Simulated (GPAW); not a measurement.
# Polarising CrSi2P4 monolayer with a field along the normal

The dipole of the cell at several fields, atoms fixed. What does the strongest field give, and what length does the slope stand for?

How it was computed: GPAW 26.7.0, plane waves (400 eV), PAW setups, PBE, 9×9 mesh, a dipole layer in the vacuum; geometry relaxed without an applied field with GPAW. The cell's area is 10.09 Å², and e/ε0 = 180.95 V Å.

What came out, but for one run:

```tsv
field (V/Å)	dipole (e Å)
−0.2	−0.1251
−0.1	−0.0625
−0.05	−0.0313
0.05	0.0313
0.1	0.0626
0.2	0.1251
0.3	?
```

To predict: What is the dipole at 0.3 V/Å?

A: A line through the 6 points has the slope α = 0.626 e Å per V/Å and the intercept p₀ = 0.0000 e Å (r.m.s. residual 2.7e−05). At 0.3 V/Å it gives p = 0.0000 + 0.626 × 0.3 = 0.1877 e Å; the run gives 0.1876 e Å, so the response stays linear to 0.0 % of the induced part. Dividing by ε0 and the area: α/(ε0 A) = 0.626 × 180.95 / 10.09 = 11.21 Å, against 9.30 Å between the outer nuclei.

Caveats: This is the electronic response alone; ions that move would add to it in polar layers. No run was spin-polarised, so magnetic states weren't tested.

[Logs are printed without paths, hosts, clocks, repeated set-up lines and the standing remarks that a program may print on its own settings, such as how far it seeks lower states.]
